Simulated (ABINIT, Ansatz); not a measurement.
# SnH2 (P-3m1): zone-centre phonons, part 2 of 3

Wanted: the vibrations of SnH2 (P-3m1) at Γ, by two programs.

ABINIT 10.8.3; DFT LDA, scalar-relativistic, plane waves, HGH norm-conserving pseudopotentials.

So far. Step 2 (Relaxing the cell and atoms): The volume changes by -0.3 % from the cell with which this run began. Step 3 (Self-consistent run for the response): The cell stands at -0.54 GPa: the relaxation ran with a smoothed and higher cutoff, and the difference is a stress of the finite basis. The relaxed cell has a = 3.561, c = 3.130 Å (conventional setting).

The structure was built from a prototype and need not be the compound's stable phase.

## Step 4: Zone-centre response

At q = 0 one unit cell holds all displacements. The response is solved for single atoms along the cell's directions, and symmetry skips those that follow from others. The crystal is treated as a metal, which screens a static field, so no field response is asked.

File dfpt_gamma.abi:

```

# common to the responses
getwfk_filepath "gso_WFK"
kptopt 2
nqpt 1
qpt 0.0 0.0 0.0
asr 0
chneut 0

# displacements
rfphon 1
rfatpol 1 3
rfdir 1 1 1
tolvrs 1.0d-10
prtwf 0

# basis, mesh and filling
ecut 35.0
ixc 7
ngkpt 12 12 12
nshiftk 1
shiftk 0.0 0.0 0.0
istwfk *1
occopt 7
tsmear 0.01
nband 8
nstep 100
diemac 1000000.0
prtebands 0
prtgsr 0

# cell and atoms
acell 3*1.0 Angstrom
rprim 
    3.561418869 0.0 0.0
    -1.780709435 3.084279214 0.0
    0.0 0.0 3.130040431
ntypat 2
znucl 50 1
natom 3
typat 1 2 2
xred 
    0.0 0.0 0.0
    1/3 2/3 0.2187948148
    2/3 1/3 0.7812051853
pp_dirpath "./pseudo"
pseudos "Sn.hgh, H.hgh"
```

Launch:

```console
OMP_NUM_THREADS=1 mpirun -n 4 abinit dfpt_gamma.abi > dfpt_gamma.log
```

Numbers of over 12 decimals in the logs are rounded to 6 here.

dfpt_gamma.abo, the main output file:

```text
[banners, grids, parts of the stress and lines that vanish by symmetry left out]
- input  file    -> dfpt_gamma.abi
- output file    -> dfpt_gamma.abo
- root for input  files -> dfpt_gammai
- root for output files -> dfpt_gammao

 Symmetries : space group P-3 m 1 (#164); Bravais hP (primitive hexag.)
================================================================================
 Values of the parameters that define the memory need of the present run (RF).
     intxc =       0      iscf =       7    lmnmax =       6     lnmax =       6
     mgfft =      36  mpssoang =       3    mqgrid =    3001     natom =       3
  nloc_mem =       1    nspden =       1   nspinor =       1    nsppol =       1
      nsym =      12    n1xccc =       0    ntypat =       2    occopt =       7
   xclevel =       1
-    mband =           8        mffmem =           1         mkmem =         217
-   mkqmem =         217        mk1mem =         217           mpw =        2314
      nfft =       41472          nkpt =         868
- my_mband =           8
================================================================================
================================================================================

--------------------------------------------------------------------------------
------------- Echo of variables that govern the present computation ------------
--------------------------------------------------------------------------------
-
- outvars: echo of selected default values
-   iomode0 =  0 , fftalg0 =312 , wfoptalg0 =  0
-
- outvars: echo of global parameters not present in the input file
-  max_nthreads =    1
-
 -outvars: echo values of preprocessed input variables
 [... echo left out ...]
================================================================================

 chkinp: Checking input parameters for consistency.

[...]
== DATASET  1 ==================================================================
-   mpi_nproc: 4, omp_nthreads: 1 (-1 if OMP is not activated)

--- !DatasetInfo
iteration_state: {dtset: 1, }
dimensions: {natom: 3, nkpt: 868, mband: 8, nsppol: 1, nspinor: 1, nspden: 1, mpw: 2314, }
cutoff_energies: {ecut:  35.0, pawecutdg:  -1.0, }
electrons: {nelect:   6.00000000E+00, charge:   0.00000000E+00, occopt:   7.00000000E+00, tsmear:   1.00000000E-02, }
meta: {optdriver: 1, rfphon: 1, }
...

 mkfilename: getwfk from: gso_WFK

 Exchange-correlation functional for the present dataset will be:
  LDA: Perdew-Wang 92 LSD fit to Ceperley-Alder data - ixc=7
 Citation for XC functional:
  J.P.Perdew and Y.Wang, PRB 45, 13244 (1992)

 Real(R)+Recip(G) space primitive vectors, cartesian coordinates (Bohr,Bohr^-1):
 R(1)=  6.7301063  0.0000000  0.0000000  G(1)=  0.1485861  0.0857862  0.0000000
 R(2)= -3.3650531  5.8284430  0.0000000  G(2)=  0.0000000  0.1715724  0.0000000
 R(3)=  0.0000000  0.0000000  5.9149192  G(3)=  0.0000000  0.0000000  0.1690640
 Unit cell volume ucvol=  2.3201886E+02 bohr^3
 Angles (23,13,12)=  9.00000000E+01  9.00000000E+01  1.20000000E+02 degrees
 setup1 : take into account q-point for computing boxcut.

 getcut: wavevector=  0.0000  0.0000  0.0000  ngfft=  36  36  32
         ecut(hartree)=     35.000   => boxcut(ratio)=   2.00854

--- Pseudopotential description ------------------------------------------------
- pspini: atom type   1  psp file is ./pseudo/Sn.hgh

- pspini: atom type   2  psp file is ./pseudo/H.hgh

   1.51667852E+02                                ecore*ucvol(ha*bohr**3)
--------------------------------------------------------------------------------

 ==>  initialize data related to q vector <==

 The list of irreducible perturbations for this q vector is:
    1)    idir= 1    ipert=   1
    2)    idir= 3    ipert=   1
    3)    idir= 1    ipert=   2
    4)    idir= 3    ipert=   2

[...]
The perturbation idir=   2  ipert=   1 is
 symmetric of a previously calculated perturbation.
 So, its SCF calculation is not needed.

 The perturbation idir=   2  ipert=   2 is
 symmetric of a previously calculated perturbation.
 So, its SCF calculation is not needed.

 The perturbation idir=   1  ipert=   3 is
 symmetric of a previously calculated perturbation.
 So, its SCF calculation is not needed.

 The perturbation idir=   2  ipert=   3 is
 symmetric of a previously calculated perturbation.
 So, its SCF calculation is not needed.

 The perturbation idir=   3  ipert=   3 is
 symmetric of a previously calculated perturbation.
 So, its SCF calculation is not needed.

--------------------------------------------------------------------------------
 Perturbation wavevector (in red.coord.)   0.000000  0.000000  0.000000
 Perturbation : displacement of atom   1   along direction   1
 Found     2 symmetries that leave the perturbation invariant.

[...]
dfpt_looppert : total number of electrons, from k and k+q
  fully or partially occupied states are    6.000000E+00 and    6.000000E+00.
 Initialisation of the first-order wave-functions :
  ireadwf=   0

--- !BeginCycle
iteration_state: {dtset: 1, }
solver: {iscf: 7, nstep: 100, nline: 4, wfoptalg: 0, }
tolerances: {tolvrs: 1.00E-10, }
...

     iter   2DEtotal(Ha)        deltaE(Ha) residm    vres2
-ETOT  1   1.077166     -4.539E+01 5.605E-01 6.049E+03
 ETOT  2 -0.387269     -1.464E+00 6.834E-03 1.098E+02
 ETOT  3 -0.411821     -2.455E-02 7.275E-04 4.867E-01
 ETOT  4 -0.411914     -9.341E-05 2.982E-06 3.165E-03
 ETOT  5 -0.411915     -5.812E-07 4.481E-08 1.531E-05
[...]
At SCF step    8       vres2   =  1.83E-12 < tolvrs=  1.00E-10 =>converged.
[...]
Mean square residual over all n,k,spin=   98.560E-17; max=  13.470E-13

 Thirteen components of 2nd-order total energy (hartree) are
 1,2,3: 0th-order hamiltonian combined with 1st-order wavefunctions
     kin0=   4.14495377E+01 eigvalue=   1.95701590E+00  local=  -1.08326221E+01
 4,5,6: 1st-order hamiltonian combined with 1st and 0th-order wfs
 loc psp =  -3.41129212E+01  Hartree=   4.88349124E+00     xc=  -4.20460307E+00
 note that "loc psp" includes a xc core correction that could be resolved
 7,8,9: eventually, occupation + non-local contributions
    edocc=   4.87464472E+00     enl0=   8.75212549E+00   enl1=  -5.96462586E+01
 1-9 gives the relaxation energy (to be shifted if some occ is /=2.0)
   erelax=  -4.68795899E+01
 10,11,12 Non-relaxation  contributions : frozen-wavefunctions and Ewald
 fr.local=   7.49867106E+00 fr.nonlo=   2.85384736E+01  Ewald=   1.04305304E+01
 13,14 Frozen wf xc core corrections (1) and (2)
 frxc 1  =   0.00000000E+00  frxc 2 =   0.00000000E+00
 Resulting in :
 2DEtotal=   -0.4119148675E+00 Ha. Also 2DEtotal=   -0.112087745598E+02 eV
    (2DErelax=   -4.6879589943E+01 Ha. 2DEnonrelax=    4.6467675075E+01 Ha)
    (  non-var. 2DEtotal :   -4.1191484573E-01 Ha)

[...]
Perturbation wavevector (in red.coord.)   0.000000  0.000000  0.000000
 Perturbation : displacement of atom   1   along direction   3
 Found     6 symmetries that leave the perturbation invariant.

[...]
dfpt_looppert : total number of electrons, from k and k+q
  fully or partially occupied states are    6.000000E+00 and    6.000000E+00.
 Initialisation of the first-order wave-functions :
  ireadwf=   0

--- !BeginCycle
iteration_state: {dtset: 1, }
solver: {iscf: 7, nstep: 100, nline: 4, wfoptalg: 0, }
tolerances: {tolvrs: 1.00E-10, }
...

     iter   2DEtotal(Ha)        deltaE(Ha) residm    vres2
-ETOT  1   1.897474     -3.211E+01 4.994E-01 4.664E+03
[...]
At SCF step    9       vres2   =  1.33E-13 < tolvrs=  1.00E-10 =>converged.
[...]
Mean square residual over all n,k,spin=   22.346E-18; max=  11.761E-15

 Thirteen components of 2nd-order total energy (hartree) are
 1,2,3: 0th-order hamiltonian combined with 1st-order wavefunctions
     kin0=   3.14354626E+01 eigvalue=   1.31614565E+00  local=  -7.85139258E+00
 4,5,6: 1st-order hamiltonian combined with 1st and 0th-order wfs
 loc psp =  -2.18603267E+01  Hartree=   2.57175434E+00     xc=  -2.57798719E+00
 note that "loc psp" includes a xc core correction that could be resolved
 7,8,9: eventually, occupation + non-local contributions
    edocc=   1.92829976E+00     enl0=   6.61306404E+00   enl1=  -4.50103665E+01
 1-9 gives the relaxation energy (to be shifted if some occ is /=2.0)
   erelax=  -3.34353466E+01
 10,11,12 Non-relaxation  contributions : frozen-wavefunctions and Ewald
 fr.local=   1.20426779E+01 fr.nonlo=   2.29211150E+01  Ewald=  -9.54383903E-01
 13,14 Frozen wf xc core corrections (1) and (2)
 frxc 1  =   0.00000000E+00  frxc 2 =   0.00000000E+00
 Resulting in :
 2DEtotal=    0.5740623331E+00 Ha. Also 2DEtotal=    0.156210318752E+02 eV
    (2DErelax=   -3.3435346626E+01 Ha. 2DEnonrelax=    3.4009408959E+01 Ha)
    (  non-var. 2DEtotal :    5.7406234323E-01 Ha)

[...]
Perturbation wavevector (in red.coord.)   0.000000  0.000000  0.000000
 Perturbation : displacement of atom   2   along direction   1
 The set of symmetries contains only one element for this perturbation.

[...]
dfpt_looppert : total number of electrons, from k and k+q
  fully or partially occupied states are    6.000000E+00 and    6.000000E+00.
 Initialisation of the first-order wave-functions :
  ireadwf=   0

--- !BeginCycle
iteration_state: {dtset: 1, }
solver: {iscf: 7, nstep: 100, nline: 4, wfoptalg: 0, }
tolerances: {tolvrs: 1.00E-10, }
...

     iter   2DEtotal(Ha)        deltaE(Ha) residm    vres2
-ETOT  1   2.706341     -4.520E+01 3.317E-01 7.520E+03
[...]
At SCF step    8       vres2   =  1.50E-11 < tolvrs=  1.00E-10 =>converged.
[...]
Mean square residual over all n,k,spin=   12.020E-16; max=  18.074E-13

 Thirteen components of 2nd-order total energy (hartree) are
 1,2,3: 0th-order hamiltonian combined with 1st-order wavefunctions
     kin0=   4.90224168E+01 eigvalue=   1.04497856E+00  local=  -1.14470962E+01
 4,5,6: 1st-order hamiltonian combined with 1st and 0th-order wfs
 loc psp =  -9.47041017E+01  Hartree=   9.46783480E+00     xc=  -5.78110948E+00
 note that "loc psp" includes a xc core correction that could be resolved
 7,8,9: eventually, occupation + non-local contributions
    edocc=   4.84579477E+00     enl0=   1.99231662E-01   enl1=   0.00000000E+00
 1-9 gives the relaxation energy (to be shifted if some occ is /=2.0)
   erelax=  -4.73520509E+01
 10,11,12 Non-relaxation  contributions : frozen-wavefunctions and Ewald
 fr.local=   4.19193390E+01 fr.nonlo=   0.00000000E+00  Ewald=   5.98831775E+00
 13,14 Frozen wf xc core corrections (1) and (2)
 frxc 1  =   0.00000000E+00  frxc 2 =   0.00000000E+00
 Resulting in :
 2DEtotal=    0.5556058677E+00 Ha. Also 2DEtotal=    0.151188058671E+02 eV
    (2DErelax=   -4.7352050869E+01 Ha. 2DEnonrelax=    4.7907656737E+01 Ha)
    (  non-var. 2DEtotal :    5.5560586936E-01 Ha)

[...]
Perturbation wavevector (in red.coord.)   0.000000  0.000000  0.000000
 Perturbation : displacement of atom   2   along direction   3
 Found     6 symmetries that leave the perturbation invariant.

--------------------------------------------------------------------------------

--------------------------------------------------------------------------------

 dfpt_looppert : total number of electrons, from k and k+q
  fully or partially occupied states are    6.000000E+00 and    6.000000E+00.
 Initialisation of the first-order wave-functions :
  ireadwf=   0

--- !BeginCycle
iteration_state: {dtset: 1, }
solver: {iscf: 7, nstep: 100, nline: 4, wfoptalg: 0, }
tolerances: {tolvrs: 1.00E-10, }
...

     iter   2DEtotal(Ha)        deltaE(Ha) residm    vres2
-ETOT  1   1.494359     -3.454E+01 1.767E-01 3.538E+03
[...]
ETOT  8  0.572885     -1.248E-11 1.076E-11 1.616E-09
 ETOT  9  0.572885     -3.332E-12 1.166E-13 3.010E-11

 At SCF step    9       vres2   =  3.01E-11 < tolvrs=  1.00E-10 =>converged.
[...]
Mean square residual over all n,k,spin=   22.244E-17; max=  11.664E-14

 Thirteen components of 2nd-order total energy (hartree) are
 1,2,3: 0th-order hamiltonian combined with 1st-order wavefunctions
     kin0=   3.73007501E+01 eigvalue=   7.85543713E-01  local=  -8.39495899E+00
 4,5,6: 1st-order hamiltonian combined with 1st and 0th-order wfs
 loc psp =  -7.09205611E+01  Hartree=   6.45378233E+00     xc=  -4.29006905E+00
 note that "loc psp" includes a xc core correction that could be resolved
 7,8,9: eventually, occupation + non-local contributions
    edocc=   3.50046764E+00     enl0=   1.04764837E-01   enl1=   0.00000000E+00
 1-9 gives the relaxation energy (to be shifted if some occ is /=2.0)
   erelax=  -3.54602806E+01
 10,11,12 Non-relaxation  contributions : frozen-wavefunctions and Ewald
 fr.local=   3.58097094E+01 fr.nonlo=   0.00000000E+00  Ewald=   2.23455693E-01
 13,14 Frozen wf xc core corrections (1) and (2)
 frxc 1  =   0.00000000E+00  frxc 2 =   0.00000000E+00
 Resulting in :
 2DEtotal=    0.5728845646E+00 Ha. Also 2DEtotal=    0.155889831620E+02 eV
    (2DErelax=   -3.5460280561E+01 Ha. 2DEnonrelax=    3.6033165126E+01 Ha)
    (  non-var. 2DEtotal :    5.7288455077E-01 Ha)

[...]
---- first-order wavefunction calculations are completed ----

 ==> Compute Derivative Database <==

 [... matrices left out ...]
  Phonon wavevector (reduced coordinates) :  0.00000  0.00000  0.00000
 Phonon energies in Hartree :
  -1.586434E-03 -1.586434E-03 -1.712546E-06  5.512551E-07  5.512625E-07
   2.130908E-03  3.655002E-03  3.978336E-03  3.978336E-03
 Phonon frequencies in cm-1    :
- -3.481819E+02 -3.481819E+02 -3.758603E-01  1.209865E-01  1.209881E-01
-  4.676803E+02  8.021802E+02  8.731438E+02  8.731438E+02

== END DATASET(S) ==============================================================
================================================================================

 -outvars: echo values of variables after computation
            acell      1.8897261259E+00  1.8897261259E+00  1.8897261259E+00 Bohr
           etotal      5.7288456461E-01
            fcart      0.0000000000E+00  0.0000000000E+00  0.0000000000E+00
           strten      0.0000000000E+00  0.0000000000E+00  0.0000000000E+00
================================================================================
```

Run time: 1.9 min. Hardware: 4 MPI ranks of Intel Xeon Platinum 8488C (Sapphire Rapids), shared host.

Read from the output:

| Property | Result |
| --- | --- |
| largest acoustic frequency at the zone centre before the sum rule | -0.38 cm⁻¹ |
| highest optical zone-centre mode (no LO-TO term) | 873.1 cm⁻¹ |
| lowest optical zone-centre mode | -348.2 cm⁻¹ |

The acoustic modes at Γ come out as far as 0.4 cm⁻¹ from zero, where they should vanish, a small numerical error. The lowest optical mode is imaginary, 348i cm⁻¹, an instability at this level and on this k mesh.

(Part 2 of 3 ends here.)

[Host names and launcher messages were left out of these logs when they were recorded.]

[Logs are printed without paths, hosts, clocks, repeated set-up lines and the standing remarks that a program may print on its own settings, such as how far it seeks lower states.]

[Hosts, paths, dates, database ids (printed as entryN), source tags and the programs' standing remarks are cut or masked in the printed files.]
